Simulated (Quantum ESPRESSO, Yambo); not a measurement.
## V2O5 (Pmmn): G0W0 in Yambo against the bands

Wanted: the cheapest bands that holds the gap of V2O5 (Pmmn).

Calculated with Yambo 5.3.0; LDA and many-body steps on it, plane waves.

### 1. The structure

The structure is orthorhombic, space group Pmmn (No. 59). Conventional cell: a = 3.564 Å, b = 11.512 Å, c = 4.368 Å, α = 90.00°, β = 90.00°, γ = 90.00°. Nearest to V lie 5 O at 1.58 to 2.02 Å. Nearest to O lie 1 V at 1.58 Å. Nearest to O lie 3 V at 1.88 to 2.02 Å. Nearest to O lie 2 V at 1.78 Å. Farther neighbours and most contacts between anions are not listed.

Structure file:

```xyz
14
Lattice="3.5640 0.0000 0.0000 0.0000 11.5120 0.0000 0.0000 0.0000 4.3680" Properties=species:S:1:pos:R:3 pbc="T T T"
V     0.0000    9.7988    0.4731
V     0.0000    1.7132    0.4731
V     1.7820    4.0428    3.8949
V     1.7820    7.4692    3.8949
O     0.0000    9.8347    2.0486
O     0.0000    1.6773    2.0486
O     1.7820    4.0787    2.3194
O     1.7820    7.4333    2.3194
O     0.0000    7.8408    4.3549
O     0.0000    3.6712    4.3549
O     1.7820    2.0848    0.0131
O     1.7820    9.4272    0.0131
O     0.0000    0.0000    4.3636
O     1.7820    5.7560    0.0044
```

The cell and positions come from the Crystallography Open Database and are kept as given unless a step says otherwise.

### 2. 76 bands

This step: Yambo 5.3.0; G0W0 on LDA, plane waves, norm-conserving pseudopotentials.

Now the one-shot GW correction: screening in the RPA, then the self-energy of the levels asked for.

Input file gw1.in:

```
HF_and_locXC
gw0
dyson
ppa
em1d
rim_cut
RandQpts= 1000000
RandGvec= 1 RL
EXXRLvcs= 76 Ry
VXCRLvcs= 304 Ry
Chimod= "HARTREE"
% BndsRnXp
 1 | 76 |
%
NGsBlkXp= 5.5 Ry
% LongDrXp
 1 | 1 | 1 |
%
% GbndRnge
 1 | 76 |
%
DysSolver= "n"
ExtendOut
PPAPntXp= 27.21138 eV
% QPkrange
 9 | 9 | 55 | 58 |
 1 | 1 | 55 | 58 |
 3 | 3 | 55 | 58 |
%
```

Command:

```sh
> OMP_NUM_THREADS=2 mpirun -n 4 yambo -F gw1.in -J gw1 -C gw1 > gw1.log
```

The log of the run:

```text
 Yambo, version 5.3.0

 [02] CORE Variables Setup
 =========================

  [... cell, symmetries and grids as in the set-up ...]

  [02.05] Energies & Occupations
  ==============================

  [X] === General ===
  [X] Electronic Temperature                        :  0.000000  0.000000 [eV K]
  [X] Bosonic    Temperature                        :  0.000000  0.000000 [eV K]
  [X] Finite Temperature mode                       : no
  [X] El. density                                   :  0.62495E+24 [cm-3]
  [X] Fermi Level                                   :  3.895378 [eV]

  [X] === Gaps and Widths ===
  [X] Conduction Band Min                           :  1.746738 [eV]
  [X] Valence Band Max                              :  0.000000 [eV]
  [X] Filled Bands                                  :   56
  [X] Empty Bands                                   :    57   403
  [X] Direct Gap                                    :  1.998940 [eV]
  [X] Direct Gap localized at k                     :  3
  [X] Indirect Gap                                  :  1.746738 [eV]
  [X] Indirect Gap between kpts                     :   9   1
  [X] Last valence band width                       :  0.637697 [eV]
  [X] 1st conduction band width                     :  0.575954 [eV]

 [03] Transferred momenta grid and indexing
 ==========================================

 IBZ Q-points                                      :   9
 BZ  Q-points                                      :  16

 K/Q-points units:
 rlu = crystal or reduced units; cc = cartesian coordinates; iku = interal k-units

 Q [1]          [rlu]:  0.000000  0.000000  0.000000
 Q [2]          [rlu]:  0.000000  0.000000  0.250000
 Q [3]          [rlu]:  0.000000  0.000000 -0.500000
 Q [4]          [rlu]:  0.250000  0.000000  0.000000
 Q [5]          [rlu]:  0.250000  0.000000  0.250000
 Q [6]          [rlu]:  0.250000  0.000000 -0.500000
 Q [7]          [rlu]: -0.500000  0.000000  0.000000
 Q [8]          [rlu]: -0.500000  0.000000  0.250000
 Q [9]          [rlu]: -0.500000  0.000000 -0.500000

 [04] Coloumb potential Random Integration (RIM)
 ===============================================

  [04.01] RIM initialization
  ==========================

  * Diagonal components only detected *

  8 x (sBL volume)        :  0.102551 [a.u.]
  sBZ random points       :  1000000
  Points outside the sBZ  :   7992674
  RL volume               :  0.205103 [a.u.]
  Integrated volume       :  0.205291 [a.u.]

  [04.02] RIM integrals
  =====================

  Gamma point sphere radius             :  0.084905 [a.u.]
  Points outside the sphere             :   799890
  [Int_sBZ(q=0) 1/q^2]*(Vol_sBZ)^(-1/3) =:  7.564707
                                 should be <:  7.795600

  Summary of Coulomb integrals for non-metallic bands |Q|[au] RIM/Bare

  Q [1] 0.100000E-4 0.970382 * Q [2] 0.190300 0.908610
  Q [4] 0.233229 1.034405 * Q [5] 0.301015 1.014425
  Q [3] 0.380600 0.981810 * Q [6] 0.446377 0.997319
  Q [7] 0.466459 1.015374 * Q [8] 0.503784 1.011018
  Q [9] 0.602030 1.004686

 [05] Dipoles
 ============

  [05.01] Setup: observables and procedures
  =========================================

  [WARNING] [x,Vnl] slows the Dipoles computation. To neglect it rename the ns.kb_pp file

 [06] Dynamic Dielectric Matrix (PPA)
 ====================================

 [WR./gw1//ndb.pp]---------------------------------------------------------------
  Brillouin Zone Q/K grids (IBZ/BZ)                :   9  16   9  16
  RL vectors                                       :  16355 [WF]
  Coulomb cutoff potential                         : none
  Electronic Temperature                           :  0.000000 [K]
  Bosonic    Temperature                           :  0.000000 [K]
  PPA    diel. fun.  energies                      : Slater exchange(X)+Perdew & Wang(C)
  wavefunctions                                    : Slater exchange(X)+Perdew & Wang(C)
  Global Gauge                                     : length
  X matrix size                                    :  299
[...]
X Hxc Kernel                                     : HARTREE
  X Drude frequency                                :  0.000000  0.000000
  X poles                                          :  100.0000 [o/o]
  RL vectors in the sum                            :  16355
  [r,Vnl] included                                 : yes
  Field direction                                  :  0.577350E-5  0.577350E-5  0.577350E-5
  BZ energy Double Grid                            : no
  BZ energy DbGd points                            : 0
  BZ Q point size factor                           : -1.000000
  X Optical Averaged directions                    : none

 [07] Local Exchange-Correlation + Non-Local Fock
 ================================================

 [VXC] Plane waves :  108349
 [EXS] Plane waves :  13565

 QP @ state[ 1 ] K range:  1  1
 QP @ state[ 1 ] b range:   55   58
 QP @ state[ 2 ] K range:  3  3
 QP @ state[ 2 ] b range:   55   58
 QP @ state[ 3 ] K range:   9   9
 QP @ state[ 3 ] b range:   55   58

 [xc] Functional : Slater exchange(X)+Perdew & Wang(C)
 [xc] LIBXC used to calculate xc functional
  PP Number of Atomic Species                      :  2
  NLCC RL compoments                               :  108349
  PP Number of Atomic Species                      :  2
  NLCC RL compoments                               :  108349

 [xc] E_xc :  -67.51094 [Ha]
      E_xc :  -135.0219 [Ry]

  Local XC kind (lXC) : Slater exchange(X)+Perdew & Wang(C)
  Non-Local XC kind (nlXC) : Hartree-Fock

  Corrections @ K [1] :  [eV]
 <55|nlXC|55> = -24.54709 -0.14059E-16 <55|lXC|55> = -19.38250  0.000000
 <56|nlXC|56> = -24.26531 -0.90136E-18 <56|lXC|56> = -19.77310  0.000000
 <57|nlXC|57> = -14.11019 -0.36224E-17 <57|lXC|57> = -21.89534  0.37763E-15
 <58|nlXC|58> = -14.45943 -0.54196E-18 <58|lXC|58> = -21.70626  0.000000

  Corrections @ K [3] :  [eV]
 <55|nlXC|55> = -24.63140 -0.16302E-16 <55|lXC|55> = -19.96590 -0.37763E-15
 <56|nlXC|56> = -24.73021  0.82885E-17 <56|lXC|56> = -20.01216  0.18882E-15
[...]
Corrections @ K [9] :  [eV]
[...]
<56|nlXC|56> = -24.71195 -0.67897E-17 <56|lXC|56> = -19.95462  0.000000
 <57|nlXC|57> = -14.90687  0.26735E-18 <57|lXC|57> = -22.34385  0.000000
 <58|nlXC|58> = -14.90684 -0.10421E-17 <58|lXC|58> = -22.34383  0.23602E-16

  [07.01] Hartree-Fock occupations report
  =======================================

  [Hartree-Fock] === General ===
  [Hartree-Fock] Electronic Temperature             :  0.000000  0.000000 [eV K]
  [Hartree-Fock] Bosonic    Temperature             :  0.000000  0.000000 [eV K]
  [Hartree-Fock] Finite Temperature mode            : no
  [Hartree-Fock] El. density                        :  0.62495E+24 [cm-3]
  [Hartree-Fock] Fermi Level                        :  3.895378 [eV]

  [Hartree-Fock] === Gaps and Widths ===
  [Hartree-Fock] Conduction Band Min                :  1.809317 [eV]
  [Hartree-Fock] Valence Band Max                   : -0.100608 [eV]
  [Hartree-Fock] Filled Bands                       :   56
  [Hartree-Fock] Empty Bands                        :    57   403
  [Hartree-Fock] Direct Gap                         :  2.185512 [eV]
  [Hartree-Fock] Direct Gap localized at k          :   6
  [Hartree-Fock] Indirect Gap                       :  1.909925 [eV]
  [Hartree-Fock] Indirect Gap between kpts          :   6   2
  [Hartree-Fock] Last valence band width            :  5.029299 [eV]
  [Hartree-Fock] 1st conduction band width          :  7.950349 [eV]

 [08] Dyson equation: Newton solver
 ==================================

  [08.01] G0W0 (W PPA)
  ====================

  [  GW  ] Bands range     :    1   76
  [GW/PPA] G damping       :  0.100000 [eV]

  QP @ state[ 1 ] K range:  1  1
  QP @ state[ 1 ] b range:   55   58
  QP @ state[ 2 ] K range:  3  3
  QP @ state[ 2 ] b range:   55   58
  QP @ state[ 3 ] K range:   9   9
  QP @ state[ 3 ] b range:   55   58

   Sc/G bands                                       :    1   76
   Sc/G damping                                     :  0.100000 ev
   Sc bands terminator                              : no
   Sx RL components                                 :  13565

   QP @ state[ 1 ] K range                          :  1  1
   QP @ state[ 1 ] b range                          :   55   58
   QP @ state[ 2 ] K range                          :  3  3
   QP @ state[ 2 ] b range                          :   55   58
   QP @ state[ 3 ] K range                          :   9   9
   QP @ state[ 3 ] b range                          :   55   58
   GF energies kind                                 : Slater exchange(X)+Perdew & Wang(C)
   GF WF`s kind                                     : Slater exchange(X)+Perdew & Wang(C)
   Xs energies kind                                 : Slater exchange(X)+Perdew & Wang(C)
   Xs WF`s kind                                     : Slater exchange(X)+Perdew & Wang(C)

 [11] Game Over & Game summary
```

It took 58 s on 4 MPI ranks of AMD EPYC 7R43, shared host; peak memory 5.1 GiB.

This step gave:

```
G0W0 gap on the points computed              : 3.986 eV
starting gap on the mesh                     : 1.747 eV
k of the valence top                         : -0.5, 0, -0.5
k of the conduction bottom                   : 0, 0, 0
least direct G0W0 gap on the computed points : 4.270 eV
Z at the valence top                         : 0.7074
Z at the conduction bottom                   : 0.7236
```

The gap on the mesh goes from 1.75 eV to 3.99 eV, a correction of +2.24 eV.

### 3. 99 bands

gw2.in, as its differences from gw1.in of step 2:

```diff
@@ -12,3 +12,3 @@
 % BndsRnXp
- 1 | 76 |
+ 1 | 99 |
 %
@@ -19,3 +19,3 @@
 % GbndRnge
- 1 | 76 |
+ 1 | 99 |
 %
```

Command:

```sh
> OMP_NUM_THREADS=2 mpirun -n 4 yambo -F gw2.in -J gw2 -C gw2 > gw2.log
```

The log of the run:

```text
 Yambo, version 5.3.0

 [02] CORE Variables Setup
 =========================

  [... cell, symmetries and grids as in the set-up ...]

  [02.05] Energies & Occupations
  ==============================

  [X] === General ===
  [X] Electronic Temperature                        :  0.000000  0.000000 [eV K]
  [X] Bosonic    Temperature                        :  0.000000  0.000000 [eV K]
  [X] Finite Temperature mode                       : no
  [X] El. density                                   :  0.62495E+24 [cm-3]
  [X] Fermi Level                                   :  3.895378 [eV]

  [X] === Gaps and Widths ===
  [X] Conduction Band Min                           :  1.746738 [eV]
  [X] Valence Band Max                              :  0.000000 [eV]
  [X] Filled Bands                                  :   56
  [X] Empty Bands                                   :    57   403
  [X] Direct Gap                                    :  1.998940 [eV]
  [X] Direct Gap localized at k                     :  3
  [X] Indirect Gap                                  :  1.746738 [eV]
  [X] Indirect Gap between kpts                     :   9   1
  [X] Last valence band width                       :  0.637697 [eV]
  [X] 1st conduction band width                     :  0.575954 [eV]

 [03] Transferred momenta grid and indexing
 ==========================================

 IBZ Q-points                                      :   9
 BZ  Q-points                                      :  16

 K/Q-points units:
 rlu = crystal or reduced units; cc = cartesian coordinates; iku = interal k-units

 Q [1]          [rlu]:  0.000000  0.000000  0.000000
 Q [2]          [rlu]:  0.000000  0.000000  0.250000
 Q [3]          [rlu]:  0.000000  0.000000 -0.500000
[...]
[Hartree-Fock] === Gaps and Widths ===
  [Hartree-Fock] Conduction Band Min                :  1.809317 [eV]
  [Hartree-Fock] Valence Band Max                   : -0.100608 [eV]
  [Hartree-Fock] Filled Bands                       :   56
  [Hartree-Fock] Empty Bands                        :    57   403
  [Hartree-Fock] Direct Gap                         :  2.185512 [eV]
  [Hartree-Fock] Direct Gap localized at k          :   6
  [Hartree-Fock] Indirect Gap                       :  1.909925 [eV]
  [Hartree-Fock] Indirect Gap between kpts          :   6   2
  [Hartree-Fock] Last valence band width            :  5.029299 [eV]
  [Hartree-Fock] 1st conduction band width          :  7.950349 [eV]

 [08] Dyson equation: Newton solver
 ==================================

  [08.01] G0W0 (W PPA)
  ====================

  [  GW  ] Bands range     :    1   99
  [GW/PPA] G damping       :  0.100000 [eV]

  QP @ state[ 1 ] K range:  1  1
  QP @ state[ 1 ] b range:   55   58
  QP @ state[ 2 ] K range:  3  3
  QP @ state[ 2 ] b range:   55   58
  QP @ state[ 3 ] K range:   9   9
  QP @ state[ 3 ] b range:   55   58

   Sc/G bands                                       :    1   99
   Sc/G damping                                     :  0.100000 ev
   Sc bands terminator                              : no
   Sx RL components                                 :  13565

   QP @ state[ 1 ] K range                          :  1  1
   QP @ state[ 1 ] b range                          :   55   58
   QP @ state[ 2 ] K range                          :  3  3
   QP @ state[ 2 ] b range                          :   55   58
   QP @ state[ 3 ] K range                          :   9   9
   QP @ state[ 3 ] b range                          :   55   58
   GF energies kind                                 : Slater exchange(X)+Perdew & Wang(C)
   GF WF`s kind                                     : Slater exchange(X)+Perdew & Wang(C)
   Xs energies kind                                 : Slater exchange(X)+Perdew & Wang(C)
   Xs WF`s kind                                     : Slater exchange(X)+Perdew & Wang(C)

 [11] Game Over & Game summary
```

It took 84 s on 4 MPI ranks; peak memory 5.1 GiB.

Numbers from this step:

```
G0W0 gap on the points computed              : 3.812 eV
starting gap on the mesh                     : 1.747 eV
k of the valence top                         : -0.5, 0, -0.5
k of the conduction bottom                   : 0, 0, 0
least direct G0W0 gap on the computed points : 4.080 eV
Z at the valence top                         : 0.7344
Z at the conduction bottom                   : 0.7434
```

Against the run before, the gap moves by −0.173 eV.

### 4. 143 bands

gw3.in, as its differences from gw2.in of step 3:

```diff
@@ -12,3 +12,3 @@
 % BndsRnXp
- 1 | 99 |
+ 1 | 143 |
 %
@@ -19,3 +19,3 @@
 % GbndRnge
- 1 | 99 |
+ 1 | 143 |
 %
```

Command:

```sh
> OMP_NUM_THREADS=2 mpirun -n 4 yambo -F gw3.in -J gw3 -C gw3 > gw3.log
```

The log of the run:

```text
 Yambo, version 5.3.0

 [02] CORE Variables Setup
 =========================

  [... cell, symmetries and grids as in the set-up ...]

  [02.05] Energies & Occupations
  ==============================

  [X] === General ===
  [X] Electronic Temperature                        :  0.000000  0.000000 [eV K]
  [X] Bosonic    Temperature                        :  0.000000  0.000000 [eV K]
  [X] Finite Temperature mode                       : no
  [X] El. density                                   :  0.62495E+24 [cm-3]
[...]
QP @ state[ 1 ] b range                          :   55   58
   QP @ state[ 2 ] K range                          :  3  3
   QP @ state[ 2 ] b range                          :   55   58
   QP @ state[ 3 ] K range                          :   9   9
   QP @ state[ 3 ] b range                          :   55   58
   GF energies kind                                 : Slater exchange(X)+Perdew & Wang(C)
   GF WF`s kind                                     : Slater exchange(X)+Perdew & Wang(C)
   Xs energies kind                                 : Slater exchange(X)+Perdew & Wang(C)
   Xs WF`s kind                                     : Slater exchange(X)+Perdew & Wang(C)

 [11] Game Over & Game summary
```

Run time: 2.4 min. Hardware: 4 MPI ranks; peak memory 5.2 GiB.

This step gave:

| Property | Result |
| --- | --- |
| G0W0 gap on the points computed | 3.682 eV |
| starting gap on the mesh | 1.747 eV |
| k of the valence top | -0.5, 0, -0.5 |
| k of the conduction bottom | 0, 0, 0 |
| least direct G0W0 gap on the computed points | 3.967 eV |

Against the run before, the gap moves by −0.130 eV.

(Continued in part 2 of 2.)

[Paths, hosts, dates, memory and timing lines, banners, echoed tables and standing remarks are left out of the program output.]

[Logs are printed without paths, hosts, clocks, repeated set-up lines and the standing remarks that a program may print on its own settings, such as how far it seeks lower states.]

[Runs of the session that timed out or met a known fault of the program may be left out.]

[Hosts, paths, dates, database ids (printed as entryN), source tags and the programs' standing remarks are cut or masked in the printed files.]
